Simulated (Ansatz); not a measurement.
System: Bi2S3 (Bismuthinite).

The database entry behind the starting cell differs from later determinations by our own check (about 0.4 % long), so it need not match the best structure at ambient conditions.

```yaml
crystal:
  lattice:
    - [11.34500, 0.00000, 0.00000]
    - [0.00000, 3.99400, 0.00000]
    - [0.00000, 0.00000, 11.19300]
  atoms:
    - { symbol: Bi, position: [0.48350, 0.25000, 0.32570] }
    - { symbol: Bi, position: [0.01650, 0.75000, 0.82570] }
    - { symbol: Bi, position: [0.98350, 0.25000, 0.17430] }
    - { symbol: Bi, position: [0.51650, 0.75000, 0.67430] }
    - { symbol: Bi, position: [0.34070, 0.75000, 0.03390] }
    - { symbol: Bi, position: [0.15930, 0.25000, 0.53390] }
    - { symbol: Bi, position: [0.84070, 0.75000, 0.46610] }
    - { symbol: Bi, position: [0.65930, 0.25000, 0.96610] }
    - { symbol: S, position: [0.28350, 0.25000, 0.19430] }
    - { symbol: S, position: [0.21650, 0.75000, 0.69430] }
    - { symbol: S, position: [0.78350, 0.25000, 0.30570] }
    - { symbol: S, position: [0.71650, 0.75000, 0.80570] }
    - { symbol: S, position: [0.54950, 0.75000, 0.12860] }
    - { symbol: S, position: [0.95050, 0.25000, 0.62860] }
    - { symbol: S, position: [0.04950, 0.75000, 0.37140] }
    - { symbol: S, position: [0.45050, 0.25000, 0.87140] }
    - { symbol: S, position: [0.37670, 0.75000, 0.44140] }
    - { symbol: S, position: [0.12330, 0.25000, 0.94140] }
    - { symbol: S, position: [0.87670, 0.75000, 0.05860] }
    - { symbol: S, position: [0.62330, 0.25000, 0.55860] }
```

The cell and positions come from the Crystallography Open Database and are kept as given unless a step says otherwise. Spin-orbit coupling is left out unless a run names it. PAW set soft_2, made with PBE.

Gaps computed with Ansatz 0.2.0 without a self-energy: PBEsol 1.31 eV, PBE 1.39 eV, HSE06 2.01 eV, PBE0 2.63 eV and DDH-PBE0 1.75 eV.

Question: What gap should G0W0 on PBE give (2×4×2 mesh, 1513 empty bands, screening to 120 eV, default PAW files)?

About 1.73 eV: on its mesh the run moves the gap from 1.42 eV by +0.34 eV, and the mesh misses the edges by 0.03 eV. Among the scalar-relativistic levels given, DDH-PBE0 is nearest (+0.02 eV). Bands and cutoff are finite, so the gap is not at the basis limit. The miss can reach some tenths of an eV and take either sign; the mesh is an error of its own. The 2×4×2 mesh is coarse for this cell (its supercell is 16 Å along the shortest edge). The RPA ε∞ on it, from the PBE start, is 10.10, 13.30 and 13.44; such meshes misread the long-range screening, most where the gap is narrow. Where an edge is built on 6p states of lead, bismuth or thallium, scalar-relativistic gaps usually stand too wide, by a few tenths to over one eV. The many-body steps are scalar-relativistic: spin-orbit coupling is not in them.

[Paths, hosts, dates, memory and timing lines, banners, echoed tables and standing remarks are left out of the program output.]

[Logs are printed without paths, hosts, clocks, repeated set-up lines and the standing remarks that a program may print on its own settings, such as how far it seeks lower states.]

[Runs of the session that timed out or met a known fault of the program may be left out.]

[Cells called generated may have been cut or substituted from an entry of the Crystallography Open Database or the Materials Project.]

[Hosts, paths, dates, database ids (printed as entryN), source tags and the programs' standing remarks are cut or masked in the printed files.]
